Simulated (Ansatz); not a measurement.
# Starting-point dependence of the GW gap of WS2 (Tungstenite)

How much of the starting functional survives in the G0W0 gap of WS2 (Tungstenite)?

Main program and level: Ansatz 0.2.0; G0W0 on several functionals, plane waves, PAW.

This is a report of a sequence of runs, with most program output left out.

In doubt: masses and optical values from hybrid runs of this build are listed as unsure (steps 6, 7, 8), which bears on the screening that GW takes from such a start.

### Step 1. The structure

It takes space group P6_3/mmc (No. 194, hexagonal). Conventional cell: a = 3.153 Å, b = 3.153 Å, c = 12.323 Å, α = 90.00°, β = 90.00°, γ = 120.00°. Nearest to W lie 6 S at 2.40 Å. S has 3 W at 2.40 Å nearest. Farther neighbours and most contacts between anions are not listed.

Coordinates:

```cif
data_structure
_symmetry_space_group_name_H-M 'P 1'
_symmetry_Int_Tables_number 1
_cell_length_a 3.1532
_cell_length_b 3.1532
_cell_length_c 12.3230
_cell_angle_alpha 90.000
_cell_angle_beta 90.000
_cell_angle_gamma 120.000
_cell_volume 106.11
loop_
_atom_site_label
_atom_site_type_symbol
_atom_site_fract_x
_atom_site_fract_y
_atom_site_fract_z
_atom_site_occupancy
W1 W 0.33333 0.66667 0.25000 1
W2 W 0.66667 0.33333 0.75000 1
S3 S 0.33333 0.66667 0.62250 1
S4 S 0.66667 0.33333 0.12250 1
S5 S 0.33333 0.66667 0.87750 1
S6 S 0.66667 0.33333 0.37750 1
```

The cell and positions come from the Crystallography Open Database and are kept as given unless a step says otherwise. Spin-orbit coupling is left out unless a step names it.

### Step 2. G0W0 on LDA

Now the one-shot GW correction: screening in the RPA, then the self-energy of the levels asked for. This step takes PAW set soft_1 files.

This step: G0W0 on LDA, plane waves, PAW; PAW set soft_1.

The input, input.yaml:

```yaml
crystal:
  lattice:
    - [3.1532, 0.0, 0.0]
    - [-1.5766, 2.7307513032, 0.0]
    - [0.0, 0.0, 12.323]
  atoms:
    - { symbol: W, position: [0.3333333333, 0.6666666667, 0.25] }
    - { symbol: W, position: [0.6666666667, 0.3333333333, 0.75] }
    - { symbol: S, position: [0.3333333333, 0.6666666667, 0.6225] }
    - { symbol: S, position: [0.6666666667, 0.3333333333, 0.1225] }
    - { symbol: S, position: [0.3333333333, 0.6666666667, 0.8775] }
    - { symbol: S, position: [0.6666666667, 0.3333333333, 0.3775] }
kpoints:
  mp_grid: { grid: [6, 6, 2] }
hamiltonian:
  xc: lda
  pseudopotentials: { kind: paw, azcp: { folder: soft_1 }, xc_functional: pbe }
scf:
  occupations: { method: fixed }
gw:
  n_empty_bands: 240
  ecut_chi: 100
  qp_bands: [v2, c2]
  qp_kpoints: band_edges
  screening: { model: contour_deformation }
```

The run is started by

```console
ansatz run input.yaml --threads 3 --pin off --max-ram 92160MiB --backend cuda --events-out ev --progress --plain --runs-dir out --devices 1 --max-vram 13GiB
```

Elapsed: 16 s, on 1 × NVIDIA H100 80GB HBM3 (shared by 6 runs) with 3 threads of AMD EPYC 7R13 (Zen 3), shared host; peak memory 1.3 GiB; 24 s of CPU time.

Numbers from this step:

```
bands summed                                 : 266
RPA ε∞ on this mesh (eigenvalues)            : 6.306, 14.48, 14.48
plane waves in the screening matrix          : 255
q-points in the mesh                         : 72
G0W0 gap on the mesh                         : 1.291 eV
k of the valence top                         : 0, 0, 0
k of the conduction bottom                   : 0.1667, 0.1667, 0
starting gap on the mesh                     : 0.9032 eV
Z at the valence top                         : 0.7580
Z at the conduction bottom                   : 0.7693
least direct G0W0 gap on the computed points : 2.312 eV
```

The gap on the mesh goes from 0.90 eV to 1.29 eV, a correction of +0.39 eV. Between the two edge states, bare exchange in place of the xc potential would open the gap by 4.64 eV, and correlation takes back 4.26 eV.

### Step 3. G0W0 on PBEsol

The same correction from a different start measures what one shot leaves open.

This step: G0W0 on PBEsol, plane waves, PAW; PAW set soft_1.

input.yaml, as its differences from that of step 2:

```diff
@@ -15,3 +15,3 @@
 hamiltonian:
-  xc: lda
+  xc: pbesol
   pseudopotentials: { kind: paw, azcp: { folder: soft_1 }, xc_functional: pbe }
```

The job ended after 15 s (1 × NVIDIA H100 80GB HBM3 (shared by 6 runs) with 3 threads; peak memory 1.3 GiB).

Numbers from this step:

```
bands summed                                 : 266
RPA ε∞ on this mesh (eigenvalues)            : 6.158, 14.33, 14.33
plane waves in the screening matrix          : 255
q-points in the mesh                         : 72
G0W0 gap on the mesh                         : 1.312 eV
k of the valence top                         : 0, 0, 0
k of the conduction bottom                   : 0.1667, 0.1667, 0
starting gap on the mesh                     : 0.9326 eV
Z at the valence top                         : 0.7588
Z at the conduction bottom                   : 0.7700
least direct G0W0 gap on the computed points : 2.318 eV
```

Against the run with 6×6×2 mesh, 240 empty bands, screening to 100 eV, PAW set soft_1 files on LDA, the gap moves by +0.02 eV, while the start moved by +0.03 eV.

### Step 4. G0W0 on PBE

This step: G0W0 on PBE, plane waves, PAW; PAW set soft_1.

input.yaml, as its differences from that of step 3:

```diff
@@ -15,4 +15,4 @@
 hamiltonian:
-  xc: pbesol
-  pseudopotentials: { kind: paw, azcp: { folder: soft_1 }, xc_functional: pbe }
+  xc: pbe
+  pseudopotentials: { kind: paw, azcp: { folder: soft_1 } }
 scf:
```

Wall time 16 s (1 × NVIDIA H100 80GB HBM3 (shared by 6 runs) with 3 threads); peak memory 1.3 GiB; 19 s of CPU time.

Numbers from this step:

* bands summed: 266
* RPA ε∞ on this mesh (eigenvalues): 5.932, 14.11, 14.11
* plane waves in the screening matrix: 255
* G0W0 gap on the mesh: 1.333 eV
* k of the valence top: 0, 0, 0
* k of the conduction bottom: 0.1667, 0.1667, 0
* starting gap on the mesh: 0.9782 eV
* least direct G0W0 gap on the computed points: 2.318 eV

Against the run with 6×6×2 mesh, 240 empty bands, screening to 100 eV, PAW set soft_1 files on PBEsol, the gap moves by +0.02 eV, while the start moved by +0.05 eV.

### Step 5. G0W0 on r2SCAN

This step: G0W0 on r2SCAN, plane waves, PAW; PAW set soft_1.

input.yaml, as its differences from that of step 4:

```diff
@@ -15,3 +15,3 @@
 hamiltonian:
-  xc: pbe
+  xc: r2scan
   pseudopotentials: { kind: paw, azcp: { folder: soft_1 } }
```

It took 20 s on 1 × NVIDIA H100 80GB HBM3 (shared by 6 runs) with 3 threads; peak memory 1.5 GiB.

Numbers from this step:

```yaml
bands_summed: 266
rpa_eps_infinity_on_this_mesh_eigenvalues: 5.524, 13.04, 13.04
plane_waves_in_the_screening_matrix: 255
g0w0_gap_on_the_mesh: 1.403 eV
k_of_the_valence_top: 0, 0, 0
k_of_the_conduction_bottom: 0.1667, 0.1667, 0
starting_gap_on_the_mesh: 1.087 eV
least_direct_g0w0_gap_on_the_computed_points: 2.395 eV
```

Against the run with 6×6×2 mesh, 240 empty bands, screening to 100 eV, PAW set soft_1 files on PBE, the gap moves by +0.07 eV, while the start moved by +0.11 eV.

### Step 6. G0W0 on HSE06

This step: G0W0 on HSE06, plane waves, PAW; PAW set soft_1.

input.yaml, as its differences from that of step 5:

```diff
@@ -15,3 +15,3 @@
 hamiltonian:
-  xc: r2scan
+  xc: hse06
   pseudopotentials: { kind: paw, azcp: { folder: soft_1 } }
```

The job ended after 50 s (1 × NVIDIA H100 80GB HBM3 (shared by 6 runs) with 3 threads; peak memory 1.7 GiB; 59 s of CPU time).

This step gave:

```yaml
bands_summed: 266
rpa_eps_infinity_on_this_mesh_eigenvalues: 4.988, 11.26, 11.26
plane_waves_in_the_screening_matrix: 255
g0w0_gap_on_the_mesh: 1.533 eV
k_of_the_valence_top: 0, 0, 0
k_of_the_conduction_bottom: 0.1667, 0.1667, 0
starting_gap_on_the_mesh: 1.501 eV
least_direct_g0w0_gap_on_the_computed_points: 2.491 eV
```

Against the run with 6×6×2 mesh, 240 empty bands, screening to 100 eV, PAW set soft_1 files on r2SCAN, the gap moves by +0.13 eV, while the start moved by +0.41 eV.

### Step 7. G0W0 on PBE0

This step: G0W0 on PBE0, plane waves, PAW; PAW set soft_1.

input.yaml, as its differences from that of step 6:

```diff
@@ -15,3 +15,3 @@
 hamiltonian:
-  xc: hse06
+  xc: pbe0
   pseudopotentials: { kind: paw, azcp: { folder: soft_1 } }
```

Run time: 48 s. Hardware: 1 × NVIDIA H100 80GB HBM3 (shared by 6 runs) with 3 threads; peak memory 1.7 GiB; 58 s of CPU time.

This step gave:

* bands summed: 266
* RPA ε∞ on this mesh (eigenvalues): 4.639, 9.790, 9.790
* plane waves in the screening matrix: 255
* G0W0 gap on the mesh: 1.658 eV
* k of the valence top: 0, 0, 0
* k of the conduction bottom: 0.1667, 0.1667, 0
* starting gap on the mesh: 2.157 eV
* least direct G0W0 gap on the computed points: 2.612 eV

Against the run with 6×6×2 mesh, 240 empty bands, screening to 100 eV, PAW set soft_1 files on HSE06, the gap moves by +0.12 eV, while the start moved by +0.66 eV.

### Step 8. G0W0 on Hartree-Fock

This step: G0W0 on Hartree-Fock, plane waves, PAW; PAW set soft_1.

input.yaml, as its differences from that of step 7:

```diff
@@ -15,3 +15,3 @@
 hamiltonian:
-  xc: pbe0
+  xc: hf
   pseudopotentials: { kind: paw, azcp: { folder: soft_1 } }
```

It took 43 s on 1 × NVIDIA H100 80GB HBM3 (shared by 6 runs) with 3 threads; peak memory 1.7 GiB; 51 s of CPU time.

Numbers from this step:

* bands summed: 266
* RPA ε∞ on this mesh (eigenvalues): 3.102, 5.208, 5.208
* plane waves in the screening matrix: 255
* G0W0 gap on the mesh: 2.510 eV
* k of the valence top: 0, 0, 0
* k of the conduction bottom: 0.1667, 0.1667, 0
* starting gap on the mesh: 6.108 eV
* least direct G0W0 gap on the computed points: 3.196 eV

Against the run with 6×6×2 mesh, 240 empty bands, screening to 100 eV, PAW set soft_1 files on PBE0, the gap moves by +0.85 eV, while the start moved by +3.95 eV.

### Step 9. Side by side

All on the 6×6×2 mesh with 240 empty bands and screening to 100 eV. Times are wall times on 1 × NVIDIA H100 80GB HBM3 (shared by 6 runs) with 3 threads of AMD EPYC 7R13 (Zen 3), shared host, good to a factor of about two.

```tsv
start	starting gap (eV)	shift (eV)	G0W0 gap (eV)	RPA ε∞ (harmonic mean)	Z (valence, conduction)	time
LDA	0.90	+0.39	1.29	10.11	0.76, 0.77	16 s
PBEsol	0.93	+0.38	1.31	9.94	0.76, 0.77	15 s
PBE	0.98	+0.35	1.33	9.67	0.76, 0.77	16 s
r2SCAN	1.09	+0.32	1.40	8.97	0.77, 0.78	20 s
HSE06	1.50	+0.03	1.53	7.93	0.78, 0.79	50 s
PBE0	2.16	−0.50	1.66	7.15	0.80, 0.81	48 s
Hartree-Fock	6.11	−3.60	2.51	4.25	0.87, 0.87	43 s
```

How the two edges are built up, in eV (the quasiparticle level is the starting level plus Σx plus Σc less Vxc):

```tsv
run	edge	start	Σx	Σc	Vxc	Z	QP
LDA	valence top	11.45	-19.48	0.56	-19.09	0.76	11.61
LDA	conduction bottom	12.35	-12.93	-3.70	-17.18	0.77	12.90
PBEsol	valence top	11.61	-19.45	0.60	-18.87	0.76	11.63
PBEsol	conduction bottom	12.55	-12.91	-3.66	-16.96	0.77	12.94
PBE	valence top	11.72	-19.49	0.63	-18.80	0.76	11.66
PBE	conduction bottom	12.70	-12.98	-3.64	-16.91	0.77	12.99
r2SCAN	valence top	11.60	-19.64	0.64	-19.05	0.77	11.65
r2SCAN	conduction bottom	12.68	-13.12	-3.63	-17.12	0.78	13.05
```

### Step 10. Results

```
G0W0@LDA          : 1.29 eV (start 0.90 eV)
G0W0@PBEsol       : 1.31 eV (start 0.93 eV)
G0W0@PBE          : 1.33 eV (start 0.98 eV)
G0W0@r2SCAN       : 1.40 eV (start 1.09 eV)
G0W0@HSE06        : 1.53 eV (start 1.50 eV)
G0W0@PBE0         : 1.66 eV (start 2.16 eV)
G0W0@Hartree-Fock : 2.51 eV (start 6.11 eV)
known limits      : not at the basis limit; no spin-orbit coupling; coarse k mesh
```

**Reading.** The starting gaps span 5.20 eV and the G0W0 gaps 1.22 eV. Between LDA and Hartree-Fock, 1.22 eV of the 5.20 eV survives, 23 %. Hartree-Fock screens less than LDA (ε∞ 4.25 against 10.11). Of the 1.22 eV by which its G0W0 gap is higher, the correlation part gives +0.42 eV, and exchange with the one-particle terms, which follow the orbitals, +0.79 eV. On PBE0 and Hartree-Fock the correction is negative: that start lies above its own G0W0 value. The smallest correction, +0.03 eV, is on HSE06, the start nearest to reproducing itself. Bands and cutoff are finite, so the gap is not at the basis limit. The miss can reach some tenths of an eV and take either sign; the mesh is an error of its own. The 6×6×2 mesh is coarse for this cell (its supercell is 19 Å along the shortest edge). The RPA ε∞ on it, from the LDA start, is 6.31 and 14.48; such meshes misread the long-range screening, most where the gap is narrow. The program warns that the mesh is coarse for exact exchange, which bears on the hybrid start's gap. The many-body steps are scalar-relativistic: spin-orbit coupling is not in them.

[Paths, hosts, dates, memory and timing lines, banners, echoed tables and standing remarks are left out of the program output.]

[Logs are printed without paths, hosts, clocks, repeated set-up lines and the standing remarks that a program may print on its own settings, such as how far it seeks lower states.]

[Runs of the session that timed out or met a known fault of the program may be left out.]

[Cells called generated may have been cut or substituted from an entry of the Crystallography Open Database or the Materials Project.]

[Hosts, paths, dates, database ids (printed as entryN), source tags and the programs' standing remarks are cut or masked in the printed files.]
